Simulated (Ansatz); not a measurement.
# Binding across the interface in twisted Ti3C2O2 MXene bilayer, 46.83° (266 atoms): runs compared

Aim: the interaction energy between the two parts of twisted Ti3C2O2 MXene bilayer, 46.83° (266 atoms) and its distance dependence.

Computed with Ansatz 0.2.0: Kohn-Sham DFT, PBE+D3(BJ), PAW (set soft_2), plane waves.

## Step 1: The cell as built

The cell holds 266 atoms: 114 Ti, 76 C and 76 O. Cell: a = 13.251 Å, b = 13.251 Å, c = 28.520 Å, α = 90.0°, β = 90.0°, γ = 120.0°. It derives from Ti3C2O2 (Ti3C2O2 MXene). Ti3C2O2 MXene (a = 3.04 Å) under Ti3C2O2 MXene (a = 3.04 Å), bilayer, commensurate cell of 19 unit cells a layer, twist 46.83 deg; facing planes 2.72 Å apart; 12 Å of vacuum; layers as built, displaced by a Gaussian of 0.01 Å. Regions: layer 1, 133 atoms (57 Ti, 38 C and 38 O); layer 2, 133 atoms (57 Ti, 38 C and 38 O). Vacuum lies along c.

Limits known from the start: The main run has no spin polarisation, so moments on Ti can't form in it, and no Hubbard term.

## Step 2: The reference run

The reference is a single point at the end of the relaxation.

The parts (lower: layer 1 and upper: layer 2) keep their atoms where they stand in it, and shifted cells move the upper part rigidly.

Its input, with most atom lines left out:

```yaml
crystal:
  lattice:
    - [13.2511, 0.0, 0.0]
    - [-6.62555, 11.47579, 0.0]
    - [0.0, 0.0, 28.52]
  atoms:
    - { symbol: Ti, position: [0.05275, 0.63162, 0.33299] }
    - { symbol: C, position: [0.17573, 0.77198, 0.3764] }
    - { symbol: C, position: [0.19303, 0.6492, 0.28943] }
    - { symbol: Ti, position: [0.19303, 0.64921, 0.4222] }
    - { symbol: Ti, position: [0.17555, 0.77188, 0.24366] }
    - { symbol: O, position: [0.05298, 0.63152, 0.45375] }
    - { symbol: O, position: [0.05259, 0.63147, 0.21211] }
    [... atom lines 8 to 266 left out ...]
kpoints:
  mp_grid: { grid: [3, 3, 1] }
hamiltonian:
  xc: pbe
  dispersion: d3bj
scf:
  occupations: { method: gaussian, width: 0.05 }
output:
  forces: true
  populations: true
  dos:
    method: { smearing: { sigma: 0.1 } }
    de: 0.1
    projected: { site_lists: { C: [C], O: [O], Ti: [Ti] } }
  eigenvalues: true
  write_density: true
  write_potential: true
  volumetric_format: npy
  elf: true
```

| Quantity | Value |
| --- | --- |
| free energy per atom | -1306.3953 eV/atom |
| r.m.s. force component | 0.0081 eV/Å |

13 levels are partly filled, by over 2 % (on the run's k-points): at this level the cell shows no clear gap. Levels of broken or missing bonds inside a gap of the host would look the same.

## Step 3: The runs

Each row is one run, on 1 × NVIDIA H100 80GB HBM3 with 5 threads of AMD EPYC 7R13 (Zen 3), shared host. The free energy is the program's total, comparable only between runs with the same functional, potentials and atoms, or as a whole against its parts.

```csv
run,atoms,outcome,"ionic steps, all passes",free energy (eV),time,host memory (GiB)
Single point at the start,266,converged,-,-347499.847,19 s,2.2
Relaxation,266,converged,4,-347501.146,60 s,2.8
Single point at the relaxed geometry,266,converged,-,-347501.146,57 s,14
The lower part alone,133,converged,-,-173747.935,27 s,2.1
The upper part alone,133,converged,-,-173747.935,28 s,2.1
Upper part moved by +0.3 Å,266,converged,-,-347500.784,23 s,2.2
Upper part moved by -0.3 Å,266,converged,-,-347500.434,28 s,4.1
Upper part moved by +0.8 Å,266,converged,-,-347499.669,36 s,4.1
Upper part moved by +1.6 Å,266,converged,-,-347498.243,61 s,4.1
Upper part moved by +3 Å,266,converged,-,-347497.131,49 s,4.1
"Whole cell, PBE",266,converged,-,-347418.114,35 s,2.2
"Lower part, PBE",133,converged,-,-173709.519,14 s,3.0
"Upper part, PBE",133,converged,-,-173709.519,14 s,3.0
"Whole cell, revPBE+D3(BJ)",266,converged,-,-348098.281,34 s,2.2
"Lower part, revPBE+D3(BJ)",133,converged,-,-174045.042,12 s,2.0
"Upper part, revPBE+D3(BJ)",133,converged,-,-174045.041,12 s,2.0
"Whole cell, r2SCAN+D4",266,converged,-,-348160.149,70 s,2.6
"Lower part, r2SCAN+D4",133,converged,-,-174078.862,25 s,2.5
"Upper part, r2SCAN+D4",133,converged,-,-174078.863,26 s,2.5
```

In some runs the program notes that it cut back its plan to fit the GPU's memory, the exchange-correlation potential is rough where the density is thin and the band table was not solved further than the SCF left it. Further notices: missing band search inconclusive.

## Step 4: Interaction energy

Whole cell less its two parts, each frozen at the geometry of the whole and solved in the same cell with the same functional, so that energy zeros cancel. The upper part is 'layer 2' and the lower part 'layer 1'. The nearest atoms of the two parts stand 2.70 Å apart. The face is 152.1 Å².

```csv
functional,interaction energy (eV),"of it, the added dispersion term (eV)",per area (meV/Å²),per area (J/m²),per atom of the upper part (meV)
PBE+D3(BJ),-5.276,-6.201,-34.7,-0.56,-39.7
PBE,0.924,-,6.1,0.10,7.0
revPBE+D3(BJ),-8.198,-10.320,-53.9,-0.86,-61.6
r2SCAN+D4,-2.425,-2.185,-15.9,-0.26,-18.2
```

## Step 5: Energy against separation

The upper part is moved rigidly along the normal from its place in the reference.

```csv
shift (Å),energy change (eV),per area (meV/Å²),share of the binding lost (%)
-0.3,0.712,4.68,-
+0.0,0.000,0.00,-
+0.3,0.362,2.38,7
+0.8,1.478,9.72,28
+1.6,2.903,19.09,55
+3.0,4.016,26.41,76
```

## Step 6: Levels of whole and parts

```csv
cell,level spacing (eV),"vacuum level at the upper face, over the highest filled level, or over E_F where no gap is given (eV)",moment (μB)
whole,-,5.89,no spin
lower part,-,5.89,no spin
upper part,-,5.91,no spin
```

A dash marks a cell without a clear gap, or without a flat potential in the vacuum.

## Step 7: Findings

The parts bind with 34.7 meV/Å² (5.28 eV for the cell) at the level PBE+D3(BJ), the size of van der Waals binding between sheets. The added dispersion term contributes -6.201 eV, the functional itself 0.924 eV. At this one geometry the functionals range from -53.9 (revPBE+D3(BJ)) to 6.1 meV/Å² (PBE). The curvature over ±0.3 Å is 1.3×10²⁰ N/m³, and the energy rises faster on the near side. At +3.0 Å, 76 % of the binding is lost; the shift also narrows the vacuum to the periodic image.

**Limits.** The functionals run at their own default cutoffs. The parts are frozen, so the energy of their deformation isn't counted. No correction is made for dipoles across the vacuum, and the parts also feel their periodic images through it.

The DFT runs together took 11 min of wall time.

[Logs are printed without paths, hosts, clocks, repeated set-up lines and the standing remarks that a program may print on its own settings, such as how far it seeks lower states.]

[Hosts, paths, dates, database ids (printed as entryN), source tags and the programs' standing remarks are cut or masked in the printed files.]
